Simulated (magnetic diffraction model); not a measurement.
# NdNi2BiAs: what an assumed order does to the neutron pattern

Space group P4/nmm (no. 129, origin choice 1), a = 4.5780 Å, c = 9.6220 Å.

```csv
site,atom,x,y,z
2b,Bi,1/2,1/2,1/2
2c,Nd,0,1/2,0.2332
2c,As,0,1/2,0.8738
2a,Ni,1/2,1/2,0
2c,Ni,0,1/2,0.6235
```

This is a made-up structure (elements placed in a structure type, unrelaxed), so the numbers test the method and describe no known phase.

Only Nd is taken to order (form factors of Nd3+); orders and moment sizes are assumed, and not adapted to the symmetry. Radiation: neutrons of λ = 2.567 Å, 3° to 85°; isotropic B of 0.09 Å² (Bi), 0.14 Å² (Nd), 0.17 Å² (As) and 0.18 Å² (Ni). Simulated constant-wavelength pattern: nuclear and magnetic terms add, the magnetic one as |2.695 fm × Σ f S⊥ exp(2πi Q·r) exp(−B s²)|², summed over all Q at one angle with the factor 1/(sin²θ cos θ). For collinear order S is the moment m, which repeats by lattice and centring translations R with the sign exp(−2πi k·R). Free-ion form factors, Sears's scattering lengths of 1992, no absorption; a label names one of the reflections at its angle. The strongest nuclear line in the range is 100, and lines under 0.2 are left out.

Assume the order k = (1/2 1/2 0), collinear moments along [101], 2.63 μB on Nd; signs + at (0, 1/2, 0.2332), − at (1/2, 0, 0.7668).

Q: Where does magnetic intensity appear, and how strong is it?

| 2θ (°) | index | nuclear | magnetic |
| --- | --- | --- | --- |
| 22.87 | (1/2 -1/2 0) | 0.0 | 8.1 |
| 27.65 | (1/2 1/2 1) | 0.0 | 8.3 |
| 30.95 | (0 0 2) | 13.3 | 0.0 |
| 36.18 | (1 0 1) | 5.5 | 0.0 |
| 38.83 | (1/2 1/2 2) | 0.0 | 2.7 |
| 45.54 | (1 0 2) | 5.7 | 0.0 |
| 46.72 | (1 1 0) | 3.2 | 0.0 |
| 49.46 | (1 1 1) | 2.4 | 0.0 |
| 52.63 | (3/2 1/2 0) | 0.0 | 3.1 |
| 53.05 | (1/2 1/2 3) | 0.0 | 1.1 |
| 55.15 | (3/2 1/2 -1) | 0.0 | 5.3 |
| 57.10 | (1 1 2) | 95.5 | 0.0 |
| 58.50 | (1 0 3) | 49.8 | 0.0 |
| 62.31 | (3/2 1/2 2) | 0.0 | 3.5 |
| 64.49 | (0 0 4) | 2.3 | 0.0 |
| 68.21 | (2 0 0) | 100.0 | 0.0 |
| 68.57 | (1 1 3) | 0.3 | 0.0 |
| 69.39 | (1/2 1/2 4) | 0.0 | 0.6 |
| 72.99 | (3/2 -3/2 0) | 0.0 | 0.8 |
| 73.34 | (3/2 1/2 3) | 0.0 | 2.1 |
| 74.13 | (1 0 4) | 0.6 | 0.0 |
| 75.11 | (3/2 3/2 1) | 0.0 | 1.5 |
| 76.77 | (2 0 2) | 11.9 | 0.0 |
| 79.72 | (2 1 1) | 3.1 | 0.0 |
| 81.36 | (3/2 3/2 2) | 0.0 | 1.2 |
| 83.33 | (1 1 4) | 68.4 | 0.0 |
| 83.67 | (0 0 5) | 1.6 | 0.0 |

The strongest magnetic line in the range is (1/2 1/2 1) at 27.65° (8.3). On top of the Lorentz factor, which all lines share, magnetic lines fade with angle because f falls: for Nd3+ it is 0.98, 0.90, 0.79 and 0.54 at sin θ/λ = 0.1, 0.2, 0.3 and 0.5 Å⁻¹, while nuclear lengths stay constant. The order has no net moment.

[Logs are printed without paths, hosts, clocks, repeated set-up lines and the standing remarks that a program may print on its own settings, such as how far it seeks lower states.]
